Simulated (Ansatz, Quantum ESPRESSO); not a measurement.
# Screening and band shifts of Hf2COF MXene, 1 layer, part 4 of 6

How does Hf2COF MXene, 1 layer respond to a gate-like field without added charge?

Quantum ESPRESSO 7.5; plane-wave DFT, PBE, GBRV ultrasoft pseudopotentials; geometry and cross-check by Ansatz 0.2.0 with PAW datasets.

So far. Step 6 (Ground state: field 0.1 V/Å): The dipole goes from -0.0912 to -0.0630 e Å, 0.2821 e Å per V/Å. Step 7 (Potential by pp.x): The slope in the vacuum is 0.100 eV/Å for an applied 0.10 V/Å, as it should be.

### 8. Self-consistent run: field 0.2 V/Å

File f2.in:

```
&control
  prefix = 'f2'
  outdir = './out'
  pseudo_dir = './pseudo'
  calculation = 'scf'
  tprnfor = .true.
  tefield = .true.
  dipfield = .true.
/
&system
  ibrav = 0
  nat = 5
  ntyp = 4
  ecutwfc = 40
  ecutrho = 200
  occupations = 'smearing'
  smearing = 'fd'
  degauss = 0.004
  edir = 3
  emaxpos = 0.97
  eopreg = 0.04
  eamp = 0.00388938
/
&electrons
  conv_thr = 1e-09
  mixing_beta = 0.4
  electron_maxstep = 120
  mixing_mode = 'plain'
  startingpot = 'file'
/
ATOMIC_SPECIES
  F   18.9984  f_pbe_v1.4.uspp.F.UPF
  Hf  178.4900  hf_pbe_v1.uspp.F.UPF
  C   12.0110  c_pbe_v1.2.uspp.F.UPF
  O   15.9990  o_pbe_v1.2.uspp.F.UPF
CELL_PARAMETERS angstrom
  3.26124157920203 -0.00000000000000 -0.00000000000000
  -1.63062078960102 2.82431805546704 -0.00000000000000
  -0.00000000000000 -0.00000000000000 21.77181459960000
ATOMIC_POSITIONS crystal
  F   0.333333333333 0.666666666667 0.380451953493
  Hf  0.666666666667 0.333333333333 0.441791950104
  C   0.000000000000 0.000000000000 0.496993330134
  Hf  0.333333333333 0.666666666667 0.561804036658
  O   0.666666666667 0.333333333333 0.606479370412
K_POINTS automatic
  12 12 1 0 0 0
```

Launch:

```
> cp -r out/f0.save out/f2.save
> OMP_NUM_THREADS=1 mpirun -n 4 pw.x -nk 4 -in f2.in > f2.out
```

What it wrote:

```text
[banner, memory and clock lines left out]
Program PWSCF v.7.5 starts
[...]
number of electrons       =        41.00
     number of Kohn-Sham states=           25
     kinetic-energy cutoff     =      40.0000  Ry
     charge density cutoff     =     200.0000  Ry
[...]
number of k points=    74  Fermi-Dirac smearing, width (Ry)=  0.0040
[...]
Dense  grid:    64601 G-vectors     FFT dimensions: (  27,  27, 192)
[...]
The initial density is read from file :
[...]
negative rho (up, down):  2.194E-01 0.000E+00
[...]
Starting wfcs are   38 randomized atomic wfcs
[...]
negative rho (up, down):  2.193E-01 0.000E+00
[...]
estimated scf accuracy    <       0.04232511 Ry
[...]
negative rho (up, down):  2.194E-01 0.000E+00
[...]
estimated scf accuracy    <       0.57551731 Ry
[...]
negative rho (up, down):  2.194E-01 0.000E+00
[...]
estimated scf accuracy    <       0.00057975 Ry
[...]
negative rho (up, down):  2.194E-01 0.000E+00
[...]
estimated scf accuracy    <       0.00001826 Ry
[...]
negative rho (up, down):  2.194E-01 0.000E+00
[...]
estimated scf accuracy    <       0.00000413 Ry
[...]
negative rho (up, down):  2.194E-01 0.000E+00
[...]
estimated scf accuracy    <       0.00000079 Ry
[...]
negative rho (up, down):  2.194E-01 0.000E+00
[...]
estimated scf accuracy    <       0.00000035 Ry
[...]
negative rho (up, down):  2.194E-01 0.000E+00
[...]
estimated scf accuracy    <       0.00000004 Ry
[...]
negative rho (up, down):  2.194E-01 0.000E+00
[...]
estimated scf accuracy    <          6.1E-09 Ry
[...]
negative rho (up, down):  2.194E-01 0.000E+00
[...]
estimated scf accuracy    <          1.1E-09 Ry
[...]
negative rho (up, down):  2.194E-01 0.000E+00
[...]
Computed dipole along edir(3) :
        Dipole               -0.0657 Ry au,         -0.1671 Debye
        Dipole field         -0.0006 Ry au,
        E field amplitude [Ha a.u.]:  3.8894E-03
        Potential amp.        0.3555 Ry
        Total length         39.4971 bohr
[...]
the Fermi energy is     1.5947 ev
!    total energy              =    -410.84052975 Ry
     estimated scf accuracy    <          2.4E-10 Ry
     smearing contrib. (-TS)   =      -0.00128530 Ry
     internal energy E=F+TS    =    -410.83924445 Ry
[...]
one-electron contribution =   -2329.46801995 Ry
     hartree contribution      =    1168.07570403 Ry
     xc contribution           =    -171.95777597 Ry
     ewald contribution        =     922.51029598 Ry
     electric field correction =       0.00055145 Ry
     convergence has been achieved in  11 iterations
     negative rho (up, down):  2.194E-01 0.000E+00
[...]
Total force =     0.009399     Total SCF correction =     0.000071
[...]
```

It took 69 s on 4 MPI ranks of Arm Neoverse V1, shared host; peak memory 0.96 GiB; 4.6 min of CPU time.

Read from the output:

```
free energy             : -5589.7702 eV
energy at zero smearing : -5589.7614 eV
Fermi energy            : 1.595 eV
dipole along the normal : -0.03479 e·Å
```

The dipole goes from -0.0912 to -0.0348 e Å, 0.2822 e Å per V/Å.

### 9. Potential by pp.x

File f2.pot.in:

```
&inputpp
  prefix = 'f2'
  outdir = './out'
  filplot = 'f2.pot.dat'
  plot_num = 11
/
```

Launch:

```
> OMP_NUM_THREADS=1 mpirun -n 4 pp.x -in f2.pot.in > f2.pot.out
```

The job ended after 1.2 s (4 MPI ranks; peak memory 0.14 GiB).

Read from the output:

| Property | Result |
| --- | --- |
| slope of the potential above | 0.2000 eV/Å |
| upper vacuum line continued to the top atoms, over the Fermi level | 5.007 eV |
| slope of the potential below | 0.1999 eV/Å |
| lower vacuum line continued to the bottom atoms, over the Fermi level | 3.339 eV |

The slope in the vacuum is 0.200 eV/Å for an applied 0.20 V/Å, as it should be.

### 10. Band structure: field 0.2 V/Å

File f2.bands.in:

```
&control
  prefix = 'f2.bands'
  outdir = './out'
  pseudo_dir = './pseudo'
  calculation = 'bands'
  tefield = .true.
  dipfield = .true.
/
&system
  ibrav = 0
  nat = 5
  ntyp = 4
  ecutwfc = 40
  ecutrho = 200
  occupations = 'smearing'
  smearing = 'fd'
  degauss = 0.004
  edir = 3
  emaxpos = 0.97
  eopreg = 0.04
  eamp = 0.00388938
  nbnd = 26
/
&electrons
  conv_thr = 1e-07
  mixing_beta = 0.4
  electron_maxstep = 120
  mixing_mode = 'local-TF'
/
ATOMIC_SPECIES
  F   18.9984  f_pbe_v1.4.uspp.F.UPF
  Hf  178.4900  hf_pbe_v1.uspp.F.UPF
  C   12.0110  c_pbe_v1.2.uspp.F.UPF
  O   15.9990  o_pbe_v1.2.uspp.F.UPF
CELL_PARAMETERS angstrom
  3.26124157920203 -0.00000000000000 -0.00000000000000
  -1.63062078960102 2.82431805546704 -0.00000000000000
  -0.00000000000000 -0.00000000000000 21.77181459960000
ATOMIC_POSITIONS crystal
  F   0.333333333333 0.666666666667 0.380451953493
  Hf  0.666666666667 0.333333333333 0.441791950104
  C   0.000000000000 0.000000000000 0.496993330134
  Hf  0.333333333333 0.666666666667 0.561804036658
  O   0.666666666667 0.333333333333 0.606479370412
K_POINTS crystal_b
4
  0.0000000000 0.0000000000 0.0000000000 14
  0.5000000000 0.0000000000 0.0000000000 14
  0.3333333333 0.3333333333 0.0000000000 14
  0.0000000000 0.0000000000 0.0000000000 1
```

Launch:

```
> cp -r out/f2.save out/f2.bands.save
> cp out/f2.xml out/f2.bands.xml
> OMP_NUM_THREADS=1 mpirun -n 4 pw.x -nk 4 -in f2.bands.in > f2.bands.out
```

What it wrote:

```text
[banner, memory and clock lines left out]
Program PWSCF v.7.5 starts
[citation notice left out]

[...]
bravais-lattice index     =            0
     lattice parameter (alat)  =       6.1629  a.u.
     unit-cell volume          =    1353.2804 (a.u.)^3
     number of atoms/cell      =            5
     number of atomic types    =            4
     number of electrons       =        41.00
     number of Kohn-Sham states=           26
     kinetic-energy cutoff     =      40.0000  Ry
     charge density cutoff     =     200.0000  Ry
     Exchange-correlation= SLA  PW   PBE  PBE
                           (   1   4   3   4   0   0   0)

[...]
PseudoPot. # 1 for F  read from file:
     ./pseudo/f_pbe_v1.4.uspp.F.UPF
     Pseudo is Ultrasoft, Zval =  7.0
     Generated by new atomic code, or converted to UPF format
     Using radial grid of  799 points,  4 beta functions with:
                l(1) =   0
                l(2) =   0
                l(3) =   1
                l(4) =   1
     Q(r) pseudized with  8 coefficients,  rinner =    0.950   0.950   0.950

     PseudoPot. # 2 for Hf read from file:
     ./pseudo/hf_pbe_v1.uspp.F.UPF
     Pseudo is Ultrasoft + core correction, Zval = 12.0
     Generated by new atomic code, or converted to UPF format
     Using radial grid of  921 points,  8 beta functions with:
                l(1) =   0
                l(2) =   0
                l(3) =   0
                l(4) =   1
                l(5) =   1
                l(6) =   2
                l(7) =   2
                l(8) =   3
     Q(r) pseudized with  6 coefficients,  rinner =    1.200   1.200   1.200
                                                       1.200   1.200   1.200
                                                       1.200

     PseudoPot. # 3 for C  read from file:
     ./pseudo/c_pbe_v1.2.uspp.F.UPF
     Pseudo is Ultrasoft + core correction, Zval =  4.0
     Generated by new atomic code, or converted to UPF format
     Using radial grid of  721 points,  4 beta functions with:
                l(1) =   0
                l(2) =   0
                l(3) =   1
                l(4) =   1
     Q(r) pseudized with  8 coefficients,  rinner =    1.100   1.100   1.100

     PseudoPot. # 4 for O  read from file:
     ./pseudo/o_pbe_v1.2.uspp.F.UPF
     Pseudo is Ultrasoft + core correction, Zval =  6.0
     Generated by new atomic code, or converted to UPF format
     Using radial grid of  737 points,  5 beta functions with:
                l(1) =   0
                l(2) =   0
                l(3) =   1
                l(4) =   1
                l(5) =   2
     Q(r) pseudized with  8 coefficients,  rinner =    0.900   0.900   0.900
                                                       0.900   0.900

     atomic species   valence    mass     pseudopotential
     F                 7.00    18.99840     F ( 1.00)
     Hf               12.00   178.49000     Hf( 1.00)
     C                 4.00    12.01100     C ( 1.00)
     O                 6.00    15.99900     O ( 1.00)

     No symmetry found

[...]
number of k points=    43  Fermi-Dirac smearing, width (Ry)=  0.0040
[...]
Dense  grid:    64601 G-vectors     FFT dimensions: (  27,  27, 192)

     Smooth grid:    46413 G-vectors     FFT dimensions: (  25,  25, 180)

     Check: negative core charge=   -0.000017

     The potential is recalculated from file :
     ./out/f2.bands.save/charge-density

     negative rho (up, down):  2.194E-01 0.000E+00

     Adding external electric field

     Computed dipole along edir(3) :
        Dipole               -0.0657 Ry au,         -0.1671 Debye
        Dipole field         -0.0006 Ry au,

        E field amplitude [Ha a.u.]:  3.8894E-03
        Potential amp.        0.3555 Ry
        Total length         39.4971 bohr

     Starting wfcs are   38 randomized atomic wfcs

     Band Structure Calculation
     Davidson diagonalization with overlap

     ethr =  2.44E-10,  avg # of iterations = 44.3

     End of band structure calculation

          k = 0.0000 0.0000 0.0000 (  5831 PWs)   bands (ev):

   -61.3459 -60.8621 -30.3072 -29.8355 -29.8355 -29.6321 -29.3214 -29.3214
   -24.6635 -17.3557 -10.3284  -6.6404  -6.2165  -6.2165  -4.3118  -3.6675
    -3.6675  -1.8844  -0.8012  -0.8012   2.4144   2.5063   2.5063   2.8850
     3.2778   4.5198

          k = 0.0357 0.0206 0.0000 (  5801 PWs)   bands (ev):

   -61.3455 -60.8617 -30.3046 -29.8452 -29.8371 -29.6300 -29.3296 -29.3230
   -24.6615 -17.3478 -10.3185  -6.6400  -6.2234  -6.2163  -4.2984  -3.6783
    -3.6567  -1.8618  -0.8649  -0.8137   2.3158   2.5265   2.6053   2.8900
     3.2809   4.5018

[...]
```

Wall time 24 s (4 MPI ranks); peak memory 0.37 GiB.

Band numbers count within the set of bands kept for display. Electronic bands along the path, in eV, zero at the Fermi level; # counts the bands kept:

```csv
point,#5,#6,#7,#8,#9,#10,#11,#12
Γ,-5.26,-3.48,-2.40,-2.40,0.82,0.91,0.91,1.29
halfway,-4.89,-4.10,-3.10,-2.74,-0.31,1.31,2.00,2.24
M,-4.53,-4.11,-3.69,-2.74,-0.71,2.42,3.29,3.97
halfway,-4.40,-4.25,-3.67,-3.15,-0.07,2.22,2.77,3.25
K,-4.92,-3.98,-3.68,-3.44,0.92,1.70,2.06,3.37
halfway,-4.84,-4.06,-3.28,-2.98,0.33,0.53,2.26,2.88
Γ,-5.26,-3.48,-2.40,-2.40,0.82,0.91,0.91,1.29
```

Upper empty bands that drop with the field can be states of the vacuum, held by the sawtooth; they depend on the cell's width.

### 11. SCF with pw.x: field 0.4 V/Å

f3.in, as its differences from the input of step 8:

```diff
@@ -1,3 +1,3 @@
 &control
-  prefix = 'f2'
+  prefix = 'f3'
   outdir = './out'
@@ -21,3 +21,3 @@
   eopreg = 0.04
-  eamp = 0.00388938
+  eamp = 0.00777876
 /
```

Launch:

```
> cp -r out/f0.save out/f3.save
> OMP_NUM_THREADS=1 mpirun -n 4 pw.x -nk 4 -in f3.in > f3.out
```

What it wrote:

```text
[banner, memory and clock lines left out]
Program PWSCF v.7.5 starts
[...]
number of electrons       =        41.00
     number of Kohn-Sham states=           25
     kinetic-energy cutoff     =      40.0000  Ry
     charge density cutoff     =     200.0000  Ry
[...]
number of k points=    74  Fermi-Dirac smearing, width (Ry)=  0.0040
[...]
Dense  grid:    64601 G-vectors     FFT dimensions: (  27,  27, 192)
[...]
The initial density is read from file :
[...]
negative rho (up, down):  2.194E-01 0.000E+00
[...]
Starting wfcs are   38 randomized atomic wfcs
[...]
negative rho (up, down):  2.192E-01 0.000E+00
[...]
estimated scf accuracy    <       0.46280358 Ry
[...]
negative rho (up, down):  2.192E-01 0.000E+00
[...]
estimated scf accuracy    <       4.49450521 Ry
[...]
negative rho (up, down):  2.192E-01 0.000E+00
[...]
estimated scf accuracy    <       0.05314865 Ry
[...]
negative rho (up, down):  2.193E-01 0.000E+00
[...]
estimated scf accuracy    <       0.01550895 Ry
[...]
negative rho (up, down):  2.193E-01 0.000E+00
[...]
estimated scf accuracy    <       0.01052349 Ry
[...]
negative rho (up, down):  2.193E-01 0.000E+00
[...]
estimated scf accuracy    <       0.00721931 Ry
[...]
negative rho (up, down):  2.192E-01 0.000E+00
[...]
estimated scf accuracy    <       0.00526671 Ry
[...]
negative rho (up, down):  2.192E-01 0.000E+00
[...]
estimated scf accuracy    <       0.00167995 Ry
[...]
negative rho (up, down):  2.192E-01 0.000E+00
[...]
estimated scf accuracy    <       0.00045637 Ry
[...]
negative rho (up, down):  2.194E-01 0.000E+00
[...]
estimated scf accuracy    <       0.00008391 Ry
[...]
negative rho (up, down):  2.193E-01 0.000E+00
[...]
estimated scf accuracy    <       0.00000046 Ry
[...]
negative rho (up, down):  2.193E-01 0.000E+00
[...]
estimated scf accuracy    <       0.00000032 Ry
[...]
negative rho (up, down):  2.194E-01 0.000E+00
[...]
estimated scf accuracy    <       0.00000008 Ry
[...]
negative rho (up, down):  2.194E-01 0.000E+00
[...]
estimated scf accuracy    <       0.00000002 Ry
[...]
negative rho (up, down):  2.194E-01 0.000E+00
[...]
estimated scf accuracy    <          5.1E-09 Ry
[...]
negative rho (up, down):  2.194E-01 0.000E+00
[...]
Computed dipole along edir(3) :
        Dipole                0.0422 Ry au,          0.1073 Debye
        Dipole field          0.0004 Ry au,
        E field amplitude [Ha a.u.]:  7.7788E-03
        Potential amp.        0.5835 Ry
        Total length         39.4971 bohr
[...]
the Fermi energy is     1.6216 ev
!    total energy              =    -410.84043530 Ry
     estimated scf accuracy    <          9.4E-10 Ry
     smearing contrib. (-TS)   =      -0.00130531 Ry
     internal energy E=F+TS    =    -410.83912999 Ry
[...]
one-electron contribution =   -2329.48508677 Ry
     hartree contribution      =    1168.09413442 Ry
     xc contribution           =    -171.95783363 Ry
     ewald contribution        =     922.51029598 Ry
     electric field correction =      -0.00063999 Ry
     convergence has been achieved in  16 iterations
     negative rho (up, down):  2.194E-01 0.000E+00
[...]
Total force =     0.015381     Total SCF correction =     0.000090
[...]
```

Elapsed: 93 s, on 4 MPI ranks; peak memory 0.97 GiB; 6.2 min of CPU time.

Numbers from this step:

* free energy: -5589.7689 eV
* energy at zero smearing: -5589.7600 eV
* Fermi energy: 1.622 eV
* dipole along the normal: 0.02234 e·Å

The dipole goes from -0.0912 to 0.0223 e Å, 0.2839 e Å per V/Å.

### 12. Electrostatic potential

File f3.pot.in:

```
&inputpp
  prefix = 'f3'
  outdir = './out'
  filplot = 'f3.pot.dat'
  plot_num = 11
/
```

Launch:

```
> OMP_NUM_THREADS=1 mpirun -n 4 pp.x -in f3.pot.in > f3.pot.out
```

Run time: 1.2 s. Hardware: 4 MPI ranks; peak memory 0.14 GiB; 4.4 s of CPU time.

This step gave:

* slope of the potential above: 0.4000 eV/Å
* upper vacuum line continued to the top atoms, over the Fermi level: 4.919 eV
* slope of the potential below: 0.3991 eV/Å
* lower vacuum line continued to the bottom atoms, over the Fermi level: 3.383 eV

The slope in the vacuum is 0.400 eV/Å for an applied 0.40 V/Å, as it should be.

Each curve counts from the Fermi level of its own run.

The runs together. The potential energy by z:

```csv
z (Å),potential at 0 V/Å (eV),potential at 0.1 V/Å (eV),potential at 0.2 V/Å (eV),potential at 0.4 V/Å (eV)
0,3.75,3.35,2.94,2.14
1,3.31,2.59,1.88,0.476
2,3.31,2.69,2.08,0.875
3,3.31,2.79,2.28,1.27
4,3.31,2.89,2.48,1.67
5,3.31,2.99,2.68,2.07
6,3.30,3.09,2.88,2.46
7,3.16,3.04,2.93,2.70
8,-3.73,-3.78,-3.82,-3.91
9,-8.09,-8.10,-8.11,-8.13
10,-8.33,-8.33,-8.33,-8.33
11,-8.06,-8.06,-8.06,-8.06
12,-7.72,-7.72,-7.71,-7.70
13,-10.9,-10.9,-10.9,-10.8
14,3.55,3.61,3.66,3.77
15,5.05,5.18,5.32,5.59
16,5.10,5.33,5.56,6.04
17,5.10,5.43,5.77,6.44
18,5.10,5.53,5.97,6.84
19,5.10,5.63,6.17,7.24
20,5.10,5.73,6.37,7.64
21,5.10,5.83,6.57,8.04
```

[end of part 4 of 6]

[Logs are printed without paths, hosts, clocks, repeated set-up lines and the standing remarks that a program may print on its own settings, such as how far it seeks lower states.]

[Hosts, paths, dates, database ids (printed as entryN), source tags and the programs' standing remarks are cut or masked in the printed files.]

[Maps of the electrostatic potential energy from Ansatz leave out the sawtooth potential of an applied field or a dipole correction, so their vacuum need not be flat; planar profiles and work functions include it.]
